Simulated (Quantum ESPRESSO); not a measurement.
# Voltage at the next charge: Co(0001), 4 layers against an electrode

**Set-up.** Quantum ESPRESSO 7.5, PBE, GBRV ultrasoft; ESM with bc3, a metal electrode 5.04 Å above the top atoms; cell area 5.456 Å²; ions fixed. V is the potential energy of an electron at the electrode over the slab's Fermi level, divided by e, so that it equals the work function at zero charge; positive charge removes electrons.

| charge (e a cell) | V (V) |
| --- | --- |
| 0 | 4.960 |
| 0.0082 | 5.865 |
| 0.0164 | 6.781 |

To predict: What is V at a charge of 0.0327 e, and what capacitance do the rows imply?

By hand: The last two rows give dV/dq = (6.781 − 5.865)/(0.0164 − 0.0082) = 111.7 V/e, so C = 1602/(5.456 × 111.7) = 2.63 µF/cm², an effective gap of 8.854/2.63 = 3.37 Å. At constant C, V = 6.781 + 111.7 × 0.0163 = 8.60 V.

**The withheld run.** V = 8.637 V; the estimate misses by −0.03 V, 1.9 % of the step. Over the three intervals C goes 2.66, 2.63 and 2.58 µF/cm²: it falls as electrons leave, the surface charge drawing back towards the atoms.

**Limits.** Vacuum fills the gap; a dielectric or electrolyte would change C. The slab is thin.
